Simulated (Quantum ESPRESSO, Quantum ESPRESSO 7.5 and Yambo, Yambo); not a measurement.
# BAs (F-43m): G0W0 on several meshes in Yambo

Wanted: mesh dependence and cost of G0W0 for BAs (F-43m).

Main program and level: Quantum ESPRESSO 7.5 and Yambo 5.3.0; PBE and many-body steps on it, plane waves.

Report form: the programs' logs are mostly left out.

### Step 1. The structure

The structure is cubic, space group F-43m (No. 216). Conventional cell: a = 4.777 Å, b = 4.777 Å, c = 4.777 Å, α = 90.00°, β = 90.00°, γ = 90.00°. B has 4 As at 2.07 Å nearest. As has 4 B at 2.07 Å nearest. Farther neighbours are not listed.

The cell and positions come from the Crystallography Open Database and are kept as given unless a step says otherwise.

### Step 2. Empty states on the mesh, 6×6×6 mesh, 334 bands

This step: Quantum ESPRESSO 7.5; DFT, PBE, plane waves, norm-conserving pseudopotentials.

The sums over transitions need many empty states on a uniform mesh; this step solves for them.

File pw.in:

```
&control
  calculation = 'nscf'
  prefix = 'x'
  outdir = 'o'
  pseudo_dir = 'pseudo'
/
&system
  ibrav = 0
  nat = 2
  ntyp = 2
  ecutwfc = 100.0
  nbnd = 334
  force_symmorphic = .true.
/
&electrons
  conv_thr = 1e-9
  electron_maxstep = 80
  diago_full_acc = .true.
  diago_thr_init = 5e-6
/
ATOMIC_SPECIES
  B 10.81 B.upf
  As 74.922 As.upf
CELL_PARAMETERS angstrom
  -0.0000000000 2.3885000000 2.3885000000
  2.3885000000 -0.0000000000 2.3885000000
  2.3885000000 2.3885000000 -0.0000000000
ATOMIC_POSITIONS crystal
  B 0.0000000000 0.0000000000 0.0000000000
  As 0.2500000000 0.2500000000 0.2500000000
K_POINTS automatic
  6 6 6 0 0 0
```

Run with:

```console
$ OMP_NUM_THREADS=1 mpirun -n 4 pw.x -nk 4 -in pw.in > pw.out
```

Wall time 63 s (4 MPI ranks of Arm Neoverse V1, shared host); peak memory 0.59 GiB; 4.2 min of CPU time.

Numbers from this step:

* gap: 1.292 eV
* k of the valence top: 0, 0, 0
* k of the conduction bottom: 0, 0.3333, 0.3333
* least direct gap: 3.289 eV
* k points computed: 16
* lowest point of the top converged band, above the valence top: 277.6127 eV

On this mesh the gap is 1.292 eV.

The density comes from a self-consistent run that is not shown.

### Step 3. Conversion and set-up

This step: Yambo 5.3.0; conversion and set-up on PBE, plane waves, norm-conserving pseudopotentials.

The states are converted to the many-body program's format and the q mesh is built.

Run with:

```console
$ (cd o/x.save; p2y > p2y.log; mv SAVE ../..); yambo > setup.log
```

The job ended after 2.8 s (1 MPI rank; peak memory 0.24 GiB).

### Step 4. 6×6×6

G0W0 replaces the xc potential by the self-energy, built once from these orbitals. Only a window of levels is corrected, while the sums run over the empty bands that the input names.

This step: G0W0 on PBE, plane waves, norm-conserving pseudopotentials.

File gw2.in:

```
HF_and_locXC
gw0
dyson
ppa
em1d
rim_cut
RandQpts= 1000000
RandGvec= 1 RL
EXXRLvcs= 100 Ry
VXCRLvcs= 400 Ry
Chimod= "HARTREE"
% BndsRnXp
 1 | 144 |
%
NGsBlkXp= 17 Ry
% LongDrXp
 1 | 1 | 1 |
%
% GbndRnge
 1 | 144 |
%
DysSolver= "n"
ExtendOut
PPAPntXp= 27.21138 eV
% QPkrange
 1 | 1 | 12 | 15 |
 10 | 10 | 12 | 15 |
%
```

Run with:

```console
$ OMP_NUM_THREADS=1 mpirun -n 4 yambo -F gw2.in -J gw2 -C gw2 > gw2.log
```

Wall time 11 min (4 MPI ranks); peak memory 2.1 GiB; 46 min of CPU time.

Numbers from this step:

```yaml
g0w0_gap_on_the_points_computed: 1.911 eV
starting_gap_on_the_mesh: 1.292 eV
k_of_the_valence_top: 0, 0, 0
k_of_the_conduction_bottom: 0, 0.3333, 0.3333
least_direct_g0w0_gap_on_the_computed_points: 4.142 eV
z_at_the_valence_top: 0.8043
z_at_the_conduction_bottom: 0.8134
```

The gap on the mesh goes from 1.29 eV to 1.91 eV, a correction of +0.62 eV.

### Step 5. Empty states on the mesh, 4×4×4 mesh, 144 bands

This step: Quantum ESPRESSO 7.5; DFT, PBE, plane waves, norm-conserving pseudopotentials.

Changes to pw.in since step 2:

```diff
@@ -11,3 +11,3 @@
   ecutwfc = 100.0
-  nbnd = 334
+  nbnd = 144
   force_symmorphic = .true.
@@ -31,2 +31,2 @@
 K_POINTS automatic
-  6 6 6 0 0 0
+  4 4 4 0 0 0
```

Run with:

```console
$ OMP_NUM_THREADS=1 mpirun -n 4 pw.x -nk 4 -in pw.in > pw.out
```

Run time: 9.7 s. Hardware: 4 MPI ranks; peak memory 0.33 GiB; 38 s of CPU time.

This step gave:

```yaml
gap: 1.451 eV
k_of_the_valence_top: 0, 0, 0
k_of_the_conduction_bottom: 0, -0.5, -0.5
least_direct_gap: 3.289 eV
k_points_computed: 8
lowest_point_of_the_top_converged_band_above_the_valence_top: 143.7902 eV
```

On this mesh the gap is 1.451 eV.

### Step 6. Conversion and set-up

This step: Yambo 5.3.0; conversion and set-up on PBE, plane waves, norm-conserving pseudopotentials.

Run with:

```console
$ (cd o/x.save; p2y > p2y.log; mv SAVE ../..); yambo > setup.log
```

Run time: 2.4 s. Hardware: 1 MPI rank; peak memory 0.24 GiB.

### Step 7. 4×4×4

This step: G0W0 on PBE, plane waves, norm-conserving pseudopotentials.

gw11.in, as its differences from gw2.in of step 4:

```diff
@@ -26,3 +26,3 @@
  1 | 1 | 12 | 15 |
- 10 | 10 | 12 | 15 |
+ 7 | 7 | 12 | 15 |
 %
```

Run with:

```console
$ OMP_NUM_THREADS=1 mpirun -n 4 yambo -F gw11.in -J gw11 -C gw11 > gw11.log
```

Wall time 1.9 min (4 MPI ranks); peak memory 1.4 GiB; 7.5 min of CPU time.

Numbers from this step:

* G0W0 gap on the points computed: 1.988 eV
* starting gap on the mesh: 1.451 eV
* k of the valence top: 0, 0, 0
* k of the conduction bottom: 0, -0.5, -0.5
* least direct G0W0 gap on the computed points: 4.134 eV
* Z at the valence top: 0.8054
* Z at the conduction bottom: 0.8156

Against G0W0 in Yambo (6×6×6 mesh, 144 bands, screening to 231.3 eV, Godby-Needs plasmon pole), the gap moves by +0.077 eV.

### Step 8. The runs together

Times are wall times on 4 MPI ranks of Arm Neoverse V1, shared host, good to a factor of about two.

```
  run   mesh  bands  screening cutoff (eV)  DFT gap (eV)  gap on the mesh (eV)  direct (eV)     time
6×6×6  6×6×6    144                  231.3         1.292                 1.911        4.142   11 min
4×4×4  4×4×4    144                  231.3         1.451                 1.988        4.134  1.9 min
```

### Step 9. Outcome

```
6×6×6        : 1.911 eV
4×4×4        : 1.988 eV
known limits : not at the basis limit; no spin-orbit coupling; coarse k mesh
```

In words: 4×4×4: +0.077 eV against 6×6×6, +0.159 eV of it in the start. Bands and cutoff are finite, so the gap is not at the basis limit. The miss can reach some tenths of an eV and take either sign; the mesh is an error of its own. In the G0W0 runs levels were corrected at 2 k points alone, so a gap called «on the mesh» is the least over those, and an edge elsewhere would be missed. A denser mesh or path gives a starting gap of 1.21 eV: the GW mesh misses a band edge, so its gaps are not the fundamental one. The many-body steps are scalar-relativistic: spin-orbit coupling is not in them.

[Paths, hosts, dates, memory and timing lines, banners, echoed tables and standing remarks are left out of the program output.]

[Logs are printed without paths, hosts, clocks, repeated set-up lines and the standing remarks that a program may print on its own settings, such as how far it seeks lower states.]

[Runs of the session that timed out or met a known fault of the program may be left out.]

[Hosts, paths, dates, database ids (printed as entryN), source tags and the programs' standing remarks are cut or masked in the printed files.]
